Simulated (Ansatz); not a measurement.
# ZnCuTeCl, from a guessed structure to a relaxed one

Starting from a made-up structure for ZnCuTeCl, the aim is the relaxed cell, its shortest contacts and, where a second run follows, its electronic structure.

Calculated with Ansatz 0.2.0; DFT, PBE, plane-wave PAW, files of the set soft_1, scalar-relativistic, ferromagnetic start, cell and ions relaxed at zero pressure; PAW set soft_1, in the first sound run; inputs show where later runs differ.

**1. The structure**

The structure is tetragonal, space group P4/nmm (No. 129). The conventional cell has a = 4.072 Å, b = 4.072 Å, c = 8.903 Å, α = 90.00°, β = 90.00°, γ = 90.00°. Te has 4 Cu at 2.57 Å and 4 Zn at 3.29 Å nearest. Nearest to Zn lie 4 Cl at 2.41 Å and 4 Te at 3.29 Å. Nearest to Cu lie 4 Te at 2.57 Å and 4 Cu at 2.88 Å. Nearest to Cl lie 4 Zn at 2.41 Å. Farther neighbours and most contacts between anions are not listed.

Structure file:

```cif
data_structure
_symmetry_space_group_name_H-M 'P 1'
_symmetry_Int_Tables_number 1
_cell_length_a 4.0720
_cell_length_b 4.0720
_cell_length_c 8.9030
_cell_angle_alpha 90.000
_cell_angle_beta 90.000
_cell_angle_gamma 90.000
_cell_volume 147.62
loop_
_atom_site_label
_atom_site_type_symbol
_atom_site_fract_x
_atom_site_fract_y
_atom_site_fract_z
_atom_site_occupancy
Te1 Te 0.50000 0.00000 0.67640 1
Te2 Te 0.00000 0.50000 0.32360 1
Zn3 Zn 0.50000 0.00000 0.14480 1
Zn4 Zn 0.00000 0.50000 0.85520 1
Cu5 Cu 0.00000 0.00000 0.50000 1
Cu6 Cu 0.50000 0.50000 0.50000 1
Cl7 Cl 0.00000 0.00000 0.00000 1
Cl8 Cl 0.50000 0.50000 0.00000 1
```

**2. Relaxation of the guess**

The guess takes its coordinates from another compound and its volume from a rule, so the cell and any free coordinates are relaxed together.

The input, input.yaml:

```yaml
crystal:
  lattice:
    - [4.072, 0.0, 0.0]
    - [0.0, 4.072, 0.0]
    - [0.0, 0.0, 8.903]
  atoms:
    - { symbol: Te, position: [0.5, 0.0, 0.6764] }
    - { symbol: Te, position: [0.0, 0.5, 0.3236] }
    - { symbol: Zn, position: [0.5, 0.0, 0.1448] }
    - { symbol: Zn, position: [0.0, 0.5, 0.8552] }
    - { symbol: Cu, position: [0.0, 0.0, 0.5], spin: 0.6 }
    - { symbol: Cu, position: [0.5, 0.5, 0.5], spin: 0.6 }
    - { symbol: Cl, position: [0.0, 0.0, 0.0] }
    - { symbol: Cl, position: [0.5, 0.5, 0.0] }
magnetization:
  spin_polarized: true
kpoints:
  mp_grid: { grid: [7, 7, 3] }
scf:
  occupations: { method: fermi_dirac, width: 0.05 }
hamiltonian:
  xc: pbe
  pseudopotentials: { kind: paw, azcp: { folder: soft_1 } }
relax:
  f_tol: 0.015
  max_steps: 70
  cell: {}
output:
  forces: true
  stress: true
```

On the command line:

```bash
$ ansatz run input.yaml --threads 4 --pin off --max-ram 10240MiB --backend cpu --events-out ev --progress --plain --runs-dir out
```

Numbers of over 12 decimals in the logs are rounded to 6 here.

Log:

```text
Engine: ansatz 0.2.0, aarch64-unknown-linux-gnu
Pseudopotentials: kind: paw
Pseudopotential: Te, paw, valence charge 16, recommended cutoff 420 eV (normal), soft_1/Te.paw.azcp
Pseudopotential: Zn, paw, valence charge 12, recommended cutoff 420 eV (normal), soft_1/Zn.paw.azcp
Pseudopotential: Cu, paw, valence charge 19, recommended cutoff 420 eV (normal), soft_1/Cu.paw.azcp
Pseudopotential: Cl, paw, valence charge 7, recommended cutoff 420 eV (normal), soft_1/Cl.paw.azcp
Functional definition: PBE
  parameter kappa = 0.804
  parameter beta = 0.066725
  exchange = pbe_x(kappa = kappa, mu = beta*pi^2/3)
  correlation = pbe_c(beta = beta)
Crystal: 8 atoms, lattice volume = 147.622 Å³
Basis set: ecut = 420 eV, 2925 PW (Γ), exchange–correlation on 60×60×120 points (8 copies of the dense FFT grid, shifted against one another)
Bands: 66, of which v1, the nominal top of the filled ones, is band 54 counted from 1 (53 counted from 0)
Symmetry: 16 space group operations
Space group: P4/nmm (ITA 129), of the structure as read, at distance tolerance 5.3e-5 Å
Magnetic group: BNS 129.411 (UNI 1071), of the structure as read, at distance tolerance 5.3e-5 Å
k-points: 20 of 147
Non-local potential: Te, projectors of the file, l = 0: 2, l = 1: 2, l = 2: 2, l = 3: 1
Non-local potential: Zn, projectors of the file, l = 0: 2, l = 1: 2, l = 2: 3, l = 3: 1
Non-local potential: Cu, projectors of the file, l = 0: 3, l = 1: 2, l = 2: 3, l = 3: 1
Non-local potential: Cl, projectors of the file, l = 0: 2, l = 1: 2, l = 2: 1
PAW form: soft (Blöchl's): semilocal exchange-correlation on the pseudo side does not see the compensation charge
PAW one-centre angular grid: Te, 590 points (default); XC on 64 Gauss nodes
PAW one-centre angular grid: Zn, 590 points (default); XC on 64 Gauss nodes
PAW one-centre angular grid: Cu, 590 points (default); XC on 64 Gauss nodes
PAW one-centre angular grid: Cl, 110 points (default); XC on 64 Gauss nodes
Initial density: superposition of atomic densities (chi_scale 0.1, normalization cell, long waves 30 % of neutral atoms (reshape's long-wave potential 1.30 eV rms, cloud 2.24 Å wide))
Starting moments: Σ|m| = 1.2 μB on 2 of 8 sites
Initial wavefunctions: pseudopotential atomic-orbital guess
Functional: x = pbe(κ = 0.804, μ = 0.219515), c = pbe(β = 0.066725)
SCF iter   1: F=—  HF=-36013.717413 eV  |F-HF|=—  |Δ(HF+E_count)|=         —  Δρ=5.51e-2 (↑5.51e-2 ↓4.87e-2)  dr2=4.44e1  dr2_m=1.40e0  M=0.072 μB ∫|m|=0.191 μB  β_m=0.30  ethr=3.10e-3  ⟨swp⟩=8.1  Hψ=11735  notcnv=0  defer=41
preconditioner: auto → Kerker (q_TF=auto, 2.590 Å⁻¹)  [metal: Δε(μ)=0.012 eV  Ē_g=10.498 eV  σ=0.050 eV  W_gap=0.06  n_scr=38 (ndim 8)  ℏωp=25.9 eV  f_vac=0.000  D(μ)=3.65/eV (n_scr^D=24)]
spin=Collinear: Kerker preconditioning applied to the charge; magnetization (m = ρ↑ − ρ↓) channel mixes plain (no charge-response kernel on spin).
SCF iter   2: F=—  HF=-36011.036808 eV  |F-HF|=—  |Δ(HF+E_count)|=    2.68e0  Δρ=3.44e-2 (↑3.44e-2 ↓3.11e-2)  dr2=2.25e1  dr2_m=7.60e-1  M=0.032 μB ∫|m|=0.146 μB  β_m=0.30  ethr=3.10e-3  ⟨swp⟩=2.5  Hψ=4650  notcnv=0  defer=177
SCF iter   3: F=—  HF=-36008.951488 eV  |F-HF|=—  |Δ(HF+E_count)|=    2.09e0  Δρ=2.18e-2 (↑2.18e-2 ↓1.77e-2)  dr2=6.76e0  dr2_m=3.67e-1  M=0.093 μB ∫|m|=0.147 μB  β_m=0.30  ethr=3.10e-3  ⟨swp⟩=3.2  Hψ=4712  notcnv=0  defer=165
SCF iter   4: F=—  HF=-36007.903717 eV  |F-HF|=—  |Δ(HF+E_count)|=    1.05e0  Δρ=2.05e-2 (↑1.35e-2 ↓2.05e-2)  dr2=9.94e-1  dr2_m=2.11e-1  M=0.045 μB ∫|m|=0.095 μB  β_m=0.30  ethr=3.10e-3  ⟨swp⟩=3.4  Hψ=4944  notcnv=0  defer=198
SCF iter   5: F=—  HF=-36007.724634 eV  |F-HF|=—  |Δ(HF+E_count)|=   1.79e-1  Δρ=1.24e-2 (↑1.24e-2 ↓1.19e-2)  dr2=4.51e-1  dr2_m=1.16e-1  M=0.030 μB ∫|m|=0.075 μB  β_m=0.30  ethr=9.21e-4  ⟨swp⟩=2.4  Hψ=3353  notcnv=0  defer=180
SCF iter   6: F=—  HF=-36007.600815 eV  |F-HF|=—  |Δ(HF+E_count)|=   1.24e-1  Δρ=8.90e-3 (↑5.80e-3 ↓8.90e-3)  dr2=1.72e-1  dr2_m=6.39e-2  M=0.029 μB ∫|m|=0.062 μB  β_m=0.30  ethr=4.17e-4  ⟨swp⟩=3.0  Hψ=4336  notcnv=0  defer=180
SCF iter   7: F=—  HF=-36007.604885 eV  |F-HF|=—  |Δ(HF+E_count)|=   4.07e-3  Δρ=6.22e-3 (↑6.22e-3 ↓5.84e-3)  dr2=8.67e-2  dr2_m=3.58e-2  M=0.020 μB ∫|m|=0.049 μB  β_m=0.30  ethr=1.59e-4  ⟨swp⟩=2.1  Hψ=4483  notcnv=0  defer=184
SCF iter   8: F=—  HF=-36007.599161 eV  |F-HF|=—  |Δ(HF+E_count)|=   5.72e-3  Δρ=4.72e-3 (↑4.72e-3 ↓3.82e-3)  dr2=2.62e-2  dr2_m=2.02e-2  M=0.015 μB ∫|m|=0.038 μB  β_m=0.30  ethr=8.03e-5  ⟨swp⟩=2.2  Hψ=4043  notcnv=0  defer=184
Mixer restart at iter 8: flushing history
spin-set hold released at iteration 8 (site moments contracting): the magnetisation degrees of freedom join the quasi-Newton model from the next iteration; the mixer history was flushed
SCF iter   9: F=—  HF=-36007.598464 eV  |F-HF|=—  |Δ(HF+E_count)|=   6.97e-4  Δρ=3.63e-3 (↑3.63e-3 ↓2.92e-3)  dr2=1.98e-2  dr2_m=1.14e-2  M=0.011 μB ∫|m|=0.031 μB  β_m=0.65  ethr=2.42e-5  ⟨swp⟩=1.0  Hψ=2500  notcnv=0  defer=184
SCF iter  10: F=—  HF=-36007.596690 eV  |F-HF|=—  |Δ(HF+E_count)|=   1.77e-3  Δρ=8.21e-4 (↑7.99e-4 ↓8.21e-4)  dr2=5.89e-3  dr2_m=1.44e-5  M=0.001 μB ∫|m|=0.004 μB  β_m=0.60  ethr=1.83e-5  ⟨swp⟩=2.1  Hψ=3865  notcnv=0  defer=184
SCF iter  11: F=—  HF=-36007.596274 eV  |F-HF|=—  |Δ(HF+E_count)|=   4.17e-4  Δρ=3.27e-4 (↑3.14e-4 ↓3.27e-4)  dr2=3.44e-3  dr2_m=2.30e-6  M=0.000 μB ∫|m|=0.003 μB  β_m=0.80  ethr=5.45e-6  ⟨swp⟩=2.2  Hψ=3578  notcnv=0  defer=176
SCF iter  12: F=—  HF=-36007.596038 eV  |F-HF|=—  |Δ(HF+E_count)|=   2.35e-4  Δρ=2.78e-4 (↑2.65e-4 ↓2.78e-4)  dr2=1.62e-3  dr2_m=1.07e-7  M=0.000 μB ∫|m|=0.000 μB  β_m=0.83  ethr=3.19e-6  ⟨swp⟩=2.4  Hψ=3575  notcnv=0  defer=176
SCF iter  13: F=—  HF=-36007.596186 eV  |F-HF|=—  |Δ(HF+E_count)|=   1.48e-4  Δρ=7.91e-4 (↑7.25e-4 ↓7.91e-4)  dr2=1.93e-3  dr2_m=1.49e-6  M=-0.000 μB ∫|m|=0.001 μB  β_m=0.58  ethr=1.50e-6  ⟨swp⟩=2.0  Hψ=4548  notcnv=0  defer=176
SCF iter  14: F=—  HF=-36007.595822 eV  |F-HF|=—  |Δ(HF+E_count)|=   3.65e-4  Δρ=1.51e-4 (↑1.51e-4 ↓8.35e-5)  dr2=2.24e-4  dr2_m=6.49e-6  M=-0.000 μB ∫|m|=0.001 μB  β_m=0.70  ethr=1.50e-6  ⟨swp⟩=2.0  Hψ=4585  notcnv=0  defer=176
SCF iter  15: F=—  HF=-36007.595802 eV  |F-HF|=—  |Δ(HF+E_count)|=   1.93e-5  Δρ=5.17e-5 (↑2.93e-5 ↓5.17e-5)  dr2=2.71e-5  dr2_m=1.28e-6  M=-0.000 μB ∫|m|=0.001 μB  β_m=0.77  ethr=2.07e-7  ⟨swp⟩=2.0  Hψ=2822  notcnv=0  defer=176
SCF iter  16: F=—  HF=-36007.595789 eV  |F-HF|=—  |Δ(HF+E_count)|=   1.29e-5  Δρ=2.57e-5 (↑2.57e-5 ↓1.96e-5)  dr2=3.58e-6  dr2_m=1.96e-8  M=-0.000 μB ∫|m|=0.000 μB  β_m=0.88  ethr=2.51e-8  ⟨swp⟩=2.0  Hψ=3459  notcnv=0  defer=176
[...]
iter 1 solved again at ethr=1.89e-6 eV; its pass at ethr=3.10e-3 eV (dr2=2.04e-3 eV) is discarded
SCF iter   1: F=—  HF=-36008.387462 eV  |F-HF|=—  |Δ(HF+E_count)|=         —  Δρ=1.09e-3 (↑1.09e-3 ↓1.09e-3)  dr2=4.87e-4  dr2_m=5.87e-13  M=0.000 μB ∫|m|=0.000 μB  β_m=0.30  ethr=1.89e-6  ⟨swp⟩=3.3  Hψ=17918  notcnv=0
preconditioner: auto → Kerker (q_TF=auto, 2.524 Å⁻¹)  [metal: Δε(μ)=0.041 eV  Ē_g=9.633 eV  σ=0.050 eV  W_gap=0.20  n_scr=54 (ndim 8)  ℏωp=24.0 eV  f_vac=0.007  D(μ)=2.58/eV (n_scr^D=16)]
spin=Collinear: Kerker preconditioning applied to the charge; magnetization (m = ρ↑ − ρ↓) channel mixes plain (no charge-response kernel on spin).
SCF iter   2: F=—  HF=-36008.427341 eV  |F-HF|=—  |Δ(HF+E_count)|=   3.99e-2  Δρ=7.71e-4 (↑7.71e-4 ↓7.71e-4)  dr2=1.94e-4  dr2_m=2.65e-13  M=0.000 μB ∫|m|=0.000 μB  β_m=0.53  ethr=4.51e-7  ⟨swp⟩=2.0  Hψ=4008  notcnv=0
SCF iter   3: F=—  HF=-36008.461965 eV  |F-HF|=—  |Δ(HF+E_count)|=   3.46e-2  Δρ=3.29e-4 (↑3.29e-4 ↓3.29e-4)  dr2=3.20e-4  dr2_m=8.32e-14  M=0.000 μB ∫|m|=0.000 μB  β_m=0.46  ethr=1.80e-7  ⟨swp⟩=2.0  Hψ=4826  notcnv=0
SCF iter   4: F=—  HF=-36008.464244 eV  |F-HF|=—  |Δ(HF+E_count)|=   2.28e-3  Δρ=9.41e-5 (↑9.41e-5 ↓9.41e-5)  dr2=2.12e-5  dr2_m=3.35e-14  M=0.000 μB ∫|m|=0.000 μB  β_m=0.46  ethr=1.80e-7  ⟨swp⟩=2.0  Hψ=4716  notcnv=0
SCF iter   5: F=—  HF=-36008.465013 eV  |F-HF|=—  |Δ(HF+E_count)|=   7.69e-4  Δρ=2.19e-5 (↑2.19e-5 ↓2.19e-5)  dr2=3.21e-6  dr2_m=1.21e-14  M=0.000 μB ∫|m|=0.000 μB  β_m=0.55  ethr=1.96e-8  ⟨swp⟩=2.0  Hψ=4022  notcnv=0
SCF iter   6: F=—  HF=-36008.465014 eV  |F-HF|=—  |Δ(HF+E_count)|=   1.78e-6  Δρ=1.51e-5 (↑1.51e-5 ↓1.51e-5)  dr2=1.05e-6  dr2_m=7.20e-15  M=0.000 μB ∫|m|=0.000 μB  β_m=0.77  ethr=2.97e-9  ⟨swp⟩=2.0  Hψ=3862  notcnv=0
SCF iter   7: F=—  HF=-36008.465018 eV  |F-HF|=—  |Δ(HF+E_count)|=   3.97e-6  Δρ=7.02e-6 (↑7.02e-6 ↓7.02e-6)  dr2=4.10e-7  dr2_m=3.98e-15  M=-0.000 μB ∫|m|=0.000 μB  β_m=0.89  ethr=9.76e-10  ⟨swp⟩=2.0  Hψ=3877  notcnv=0
SCF iter   8: F=—  HF=-36008.465021 eV  |F-HF|=—  |Δ(HF+E_count)|=   2.14e-6  Δρ=4.63e-6 (↑4.63e-6 ↓4.63e-6)  dr2=3.07e-7  dr2_m=1.94e-15  M=-0.000 μB ∫|m|=0.000 μB  β_m=0.87  ethr=3.80e-10  ⟨swp⟩=1.4  Hψ=2680  notcnv=0
SCF iter   9: F=—  HF=-36008.465021 eV  |F-HF|=—  |Δ(HF+E_count)|=   2.49e-8  Δρ=1.03e-6 (↑1.03e-6 ↓1.03e-6)  dr2=3.75e-8  dr2_m=2.49e-15  M=-0.000 μB ∫|m|=0.000 μB  β_m=0.93  ethr=2.84e-10  ⟨swp⟩=1.5  Hψ=2707  notcnv=0
SCF iter  10: F=—  HF=-36008.465021 eV  |F-HF|=—  |Δ(HF+E_count)|=   3.06e-9  Δρ=4.58e-7 (↑4.58e-7 ↓4.58e-7)  dr2=7.70e-9  dr2_m=1.09e-15  M=-0.000 μB ∫|m|=0.000 μB  β_m=0.97  ethr=3.47e-11  ⟨swp⟩=2.0  Hψ=2809  notcnv=0
SCF iter  11: F=—  HF=-36008.465021 eV  |F-HF|=—  |Δ(HF+E_count)|=   2.54e-8  Δρ=5.58e-7 (↑5.58e-7 ↓5.58e-7)  dr2=2.96e-9  dr2_m=1.02e-16  M=-0.000 μB ∫|m|=0.000 μB  β_m=0.98  ethr=7.13e-12  ⟨swp⟩=2.0  Hψ=3692  notcnv=0
SCF iter  12: F=—  HF=-36008.465021 eV  |F-HF|=—  |Δ(HF+E_count)|=  1.89e-10  Δρ=3.67e-7 (↑3.67e-7 ↓3.67e-7)  dr2=1.19e-9  dr2_m=4.20e-17  M=-0.000 μB ∫|m|=0.000 μB  β_m=0.93  ethr=2.74e-12  ⟨swp⟩=1.1  Hψ=2642  notcnv=0
SCF iter  13: F=—  HF=-36008.465021 eV  |F-HF|=—  |Δ(HF+E_count)|=  1.67e-10  Δρ=1.30e-7 (↑1.30e-7 ↓1.30e-7)  dr2=8.51e-11  dr2_m=9.89e-18  M=0.000 μB ∫|m|=0.000 μB  β_m=0.85  ethr=1.10e-12  ⟨swp⟩=2.2  Hψ=3684  notcnv=0
SCF iter  14: F=-36008.465021 eV  HF=-36008.465021 eV  |F-HF|=5.09e-11  |Δ(HF+E_count)|=  3.64e-11  Δρ=7.89e-8 (↑7.89e-8 ↓7.89e-8)  dr2=1.73e-11  dr2_m=1.09e-18  M=0.000 μB ∫|m|=0.000 μB  ethr=1.00e-12  ⟨swp⟩=4.0  Hψ=8128  notcnv=0
the starting moments were not kept: the SCF closed with an absolute magnetisation of 1.4e-9 μB, where they sum to 1.2 μB in size (2 sites). That is at most 0.1 of that sum. Measured as dr2_m measures the in/out step, that magnetisation stands 2.0e-19 eV from none, at or under the dr2_threshold of 8.0e-11 eV: it is no larger than a step whose dr2_m would equal this threshold.
SCF 7 converged in 14 iterations: F = -36008.465021 eV  dr2 = 1.73e-11
relax step   7: F+E_penalty+E_count = -36008.46502051 eV  Δ(F+E_penalty+E_count) = -8.549e-3 eV  max|allowed force component| = 1.966e-3 eV/Å  Δτ_max = 0.0000 Å  P = -0.041 GPa  Ω = 172.421 Å³  stress off target by 4.80e-2 GPa  SCF on the basis re-selected at this cell (its energy is not comparable with the rows above)  (14 SCF iters)
basis re-selected at this cell: Δ(F+E_penalty+E_count) = -8.549e-3 eV, ΔP = -0.034 GPa vs the last step (what re-selecting the basis moved, of the pressure what is left beyond the Pulay correction that the steps carried, after the strain that the cell walked since its last selection, with what the two solves' SCF thresholds leave and, on support functions, any second-order correction that the steps lacked; it is no measure of the basis error at this ecutwfc). The dense FFT grid was sized anew with the basis: this SCF ran on 30×30×64 points, the steps before it on 30×30×60, so part of this shift can come from that change (see relax.cell in the input reference). [rest of the remark cut]
SCF converged after 14 iterations
Magnetization: 0.0000 μB (54.0000 up, 54.0000 down)
Absolute magnetization: 0.0000 μB (∫|ρ↑−ρ↓|, with the PAW one-centre terms)
Spin contamination: 0.0000 ħ² per cell (⟨S²⟩ above its minimum at these occupations)
Per-site moments (μB) at R_I (Å): [(1.4140810902029384e-10, 1.101902), (1.4140802650292953e-10, 1.101902), (-6.674928226958171e-12, 1.070411), (-6.6747799514070224e-12, 1.070411), (9.584153168260694e-11, 1.101902), (9.58415381261198e-11, 1.101902), (-4.690989480407252e-11, 1.070411), (-4.690968013944051e-11, 1.070411)]
Free energy (F): -36008.465021 eV
Harris-Foulkes:  -36008.465021 eV  (|F-HF|=5.09e-11)
Internal energy: -36008.444269 eV  (E = F + TS)
E sigma→0 (E₀):  -36008.454645 eV
Entropy (-TS):   -0.020751 eV (-2.594 meV/atom)
Fermi energy:    8.675722 eV
--- Per-component energies (eV) ---
  E_band       = -1462.544804
  E_kinetic    = 1458.357867
  E_local      = -21736.054196  (includes V_loc(G=0)·N_el)
  E_nonlocal   = 3634.874684
  E_hartree    = 9514.696015
  E_xc         = -747.450748
  E_vxc        = -707.476571  (∫ρ·V_xc dr)
  E_paw        = -18098.696468  (= ΣΔE_a)
  E_vpaw       = -3141.639792  (= ΣTr[D̂ρ^β])
  E_aug_tail   = 0.001719  (compensation charges beyond the density's cutoff)
  E_ewald      = -10034.173142
  E_smearing   = -0.020751  (= −TS)
  E_closure    = 0.000000  (closes the sum)
  Σ components = -36008.465021   (vs F -36008.465021, Δ=0.00e0)
--- Forces (eV/Å), atoms counted from 1 ---
  atom   1  Te     0.00000000     0.00000000     0.00018128
  atom   2  Te     0.00000000     0.00000000    -0.00018128
  atom   3  Zn     0.00000000     0.00000000    -0.00196591
  atom   4  Zn     0.00000000     0.00000000     0.00196591
  atom   5  Cu     0.00000000     0.00000000     0.00000000
  atom   6  Cu     0.00000000     0.00000000    -0.00000000
  atom   7  Cl     0.00000000     0.00000000     0.00000000
  atom   8  Cl     0.00000000     0.00000000    -0.00000000
  max |Σ_I F_I| component: 4.21e-17 eV/Å
--- Stress (GPa, compression-positive) ---
       -0.047983       0.000000       0.000000
        0.000000      -0.047983       0.000000
        0.000000       0.000000      -0.026475
  P = ⅓ Tr σ = -0.0408 GPa (-0.408 kbar)
--- Relaxed structure (6 steps of the walk, 6 accepted, 1 SCFs on fresh bases) ---
  F+E_penalty+E_count = -36008.46502051 eV   max|allowed force component| = 1.966e-3 eV/Å   (the final SCF, on the basis selected at the relaxed cell)
  cell:  # Å, volume = 172.4206 Å³
    - [4.272214, 0, 0.0]
    - [0, 4.272214, 0.0]
    - [0.0, 0.0, 9.446766]
  atoms:
    - { symbol: Te, position: [0.5, 0, 0.669792] }
    - { symbol: Te, position: [0, 0.5, 0.330208] }
    - { symbol: Zn, position: [0.5, 0, 0.155963] }
    - { symbol: Zn, position: [0, 0.5, 0.844037] }
    - { symbol: Cu, position: [0, 0, 0.5] }
    - { symbol: Cu, position: [0.5, 0.5, 0.5] }
    - { symbol: Cl, position: [0, 0, 0] }
    - { symbol: Cl, position: [0.5, 0.5, 0] }
```

The job ended after 65 s (4 threads of Arm Neoverse V1, shared host; peak memory 0.83 GiB; 4.1 min of CPU time).

Step by step:

| step | energy less that of the first step (eV) | largest force component (eV/Å) | pressure (GPa) | volume (Å³) |
| --- | --- | --- | --- | --- |
| 1 | 0.0000 | 1.3098 | 11.90 | 147.62 |
| 2 | -0.6971 | 0.8419 | 2.91 | 166.98 |
| 3 | -0.8139 | 0.4457 | 0.66 | 171.30 |
| 4 | -0.8568 | 0.0964 | -0.14 | 173.72 |
| 5 | -0.8605 | 0.0019 | -0.06 | 172.64 |
| 6 | -0.8607 | 0.0017 | -0.01 | 172.42 |
| 7* | -0.8692 | 0.0020 | -0.04 | 172.42 |

Relaxation steps marked * repeat the geometry before them on a plane-wave basis chosen anew for their cell, so energy and pressure can jump there.

The run keeps the 16 symmetry operations that it works with, so distortions that break them were not tested.

| conventional cell, symmetrised | before | after | change |
| --- | --- | --- | --- |
| a (Å) | 4.072 | 4.272 | +4.9 % |
| b (Å) | 4.072 | 4.272 | +4.9 % |
| c (Å) | 8.903 | 9.447 | +6.1 % |
| volume (Å³/atom) | 18.45 | 21.55 | +16.8 % |

The atoms that moved most (Å, as changes of fractional coordinates times the final cell):

| atom | dx | dy | dz | length |
| --- | --- | --- | --- | --- |
| Zn4 | 0.000 | 0.000 | -0.105 | 0.105 |
| Zn3 | 0.000 | 0.000 | 0.105 | 0.105 |
| Te2 | 0.000 | 0.000 | 0.062 | 0.062 |
| Te1 | 0.000 | 0.000 | -0.062 | 0.062 |

The relaxed structure:

```cif
data_structure
_symmetry_space_group_name_H-M 'P 1'
_symmetry_Int_Tables_number 1
_cell_length_a 4.2722
_cell_length_b 4.2722
_cell_length_c 9.4468
_cell_angle_alpha 90.000
_cell_angle_beta 90.000
_cell_angle_gamma 90.000
_cell_volume 172.42
loop_
_atom_site_label
_atom_site_type_symbol
_atom_site_fract_x
_atom_site_fract_y
_atom_site_fract_z
_atom_site_occupancy
Te1 Te 0.50000 0.00000 0.66979 1
Te2 Te 0.00000 0.50000 0.33021 1
Zn3 Zn 0.50000 0.00000 0.15596 1
Zn4 Zn 0.00000 0.50000 0.84404 1
Cu5 Cu 0.00000 0.00000 0.50000 1
Cu6 Cu 0.50000 0.50000 0.50000 1
Cl7 Cl 0.00000 0.00000 0.00000 1
Cl8 Cl 0.50000 0.50000 0.00000 1
```

Numbers from this step:

- free energy: -36008.4650 eV
- energy at zero smearing: -36008.4546 eV
- smearing term TS: 0.02075 eV
- Fermi energy: 8.676 eV
- electrons: 108
- symmetry operations: 16
- pressure: -0.04081 GPa

The shortest distance of each pair, which need not be the same contact before and after:

| pair | guess (Å) | relaxed (Å) |
| --- | --- | --- |
| Cl–Zn | 2.410 | 2.595 |
| Cu–Te | 2.571 | 2.671 |
| Cu–Cu | 2.879 | 3.021 |
| Cl–Cl | 2.879 | 3.021 |
| Te–Zn | 3.290 | 3.440 |

The relaxation ends with a largest force component of 0.0020 eV/Å and a pressure of -0.04 GPa. The starting moments have collapsed: the run ends non-magnetic.

(Part 1 of 2 ends here.)

[Logs are printed without paths, hosts, clocks, repeated set-up lines and the standing remarks that a program may print on its own settings, such as how far it seeks lower states.]

[Hosts, paths, dates, database ids (printed as entryN), source tags and the programs' standing remarks are cut or masked in the printed files.]
